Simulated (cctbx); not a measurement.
**Accept or mend?**

Cell a = 11.6320 Å, b = 4.6840 Å, c = 11.2410 Å, α = 90.00°, β = 117.47°, γ = 90.00°; space group C2/m (no. 12).

Simulated single-crystal data (cctbx): Mo Kα, λ = 0.71073 Å, to d = 0.75 Å, 70 % of the full sphere, strongest reflection 20000 counts, noise from counting, a 3 % proportional error and a noise floor of 15 counts (s.d.); no absorption.

An isotropic refinement with weights 1/σ² prints:

```text
Rint 0.029, 744 unique reflections to 0.75 A
cycle     R1     wR2    GooF  max shift (A)
   1  0.0230  0.0512   1.366   0.24469
  12  0.0168  0.0372   0.992   0.00263
final R1 0.0168 wR2 0.0372 GooF 0.992  parameters 19  data/parameter 39.2
atom        x        y        z      Ueq    occ   su(xyz)  su(Uiso or U11)
Pb1    0.15623  0.50000  0.56706   0.0051  1.000  0.00003  0.0001
Pb2    0.01229  0.50000  0.87711   0.0037  1.000  0.00003  0.0001
Yb1    0.31457  0.50000  0.88772   0.0060  1.000  0.00004  0.0001
Sm1    0.99606  0.00000  0.66887   0.0046  1.000  0.00005  0.0001
Be1    0.72693  0.00000  0.36623   0.0113  1.000  0.00142  0.0024
Be2    0.49512  0.16175 -0.13197   1.0000  1.000  0.06306  0.3434
difference map: max 2.62 min -2.76 rms 0.52
Q1    0.1807  0.0000  0.0712    4    2.73  0.44 A from Yb1
Q2    0.1231  0.5000  0.0952    4    2.67  1.74 A from Pb2
Q3    0.0016  0.1006  0.3287    8    2.23  0.47 A from Sm1
Q4    0.2098  0.5000  0.8630    4    1.94  1.12 A from Yb1
Q5    0.2463  0.0000  0.2467    4    1.90  1.34 A from Yb1
Q6    0.1717  0.5000  0.9870    4    1.88  1.69 A from Pb2
```

Q: Accept it or mend it, and why?

Mend it. The fault: spurious atom: Be2. Against the right model at the same level, R1 goes from 0.0169 to 0.0168 and GooF from 0.99 to 0.99 and Be2 takes U = the program's ceiling. A site with no density behind it hides by a very large U or drifts. The fit had not settled when the cycles ran out.

The compound is YbSmBePb2. The right model at the same level gives:

```text
Rint 0.029, 744 unique reflections to 0.75 A
cycle     R1     wR2    GooF  max shift (A)
   1  0.2406  0.4897  13.037   0.09272
   2  0.0169  0.0373   0.992   0.00029
final R1 0.0169 wR2 0.0373 GooF 0.992  parameters 15  data/parameter 49.6
atom        x        y        z      Ueq    occ   su(xyz)  su(Uiso or U11)
Pb1    0.15623  0.50000  0.56706   0.0052  1.000  0.00003  0.0001
Pb2    0.01229  0.50000  0.87710   0.0038  1.000  0.00003  0.0001
Yb1    0.31457  0.50000  0.88772   0.0060  1.000  0.00004  0.0001
Sm1    0.99606  0.00000  0.66887   0.0047  1.000  0.00005  0.0001
Be1    0.72683  0.00000  0.36615   0.0113  1.000  0.00142  0.0024
difference map: max 2.70 min -2.82 rms 0.52
Q1    0.1227  0.5000  0.0951    4    2.75  1.74 A from Pb2
Q2    0.1807  0.0000  0.0712    4    2.69  0.44 A from Yb1
Q3    0.0016  0.1008  0.3285    8    2.18  0.47 A from Sm1
Q4    0.2097  0.5000  0.8630    4    1.91  1.12 A from Yb1
Q5    0.1705  0.5000  0.9867    4    1.90  1.68 A from Pb2
Q6    0.2462  0.0000  0.2467    4    1.86  1.34 A from Yb1
```

This is a model crystal, built by substitution and not relaxed, with assumed displacement parameters.

[Middle refinement cycles are left out of these outputs.]

[Logs are printed without paths, hosts, clocks, repeated set-up lines and the standing remarks that a program may print on its own settings, such as how far it seeks lower states.]
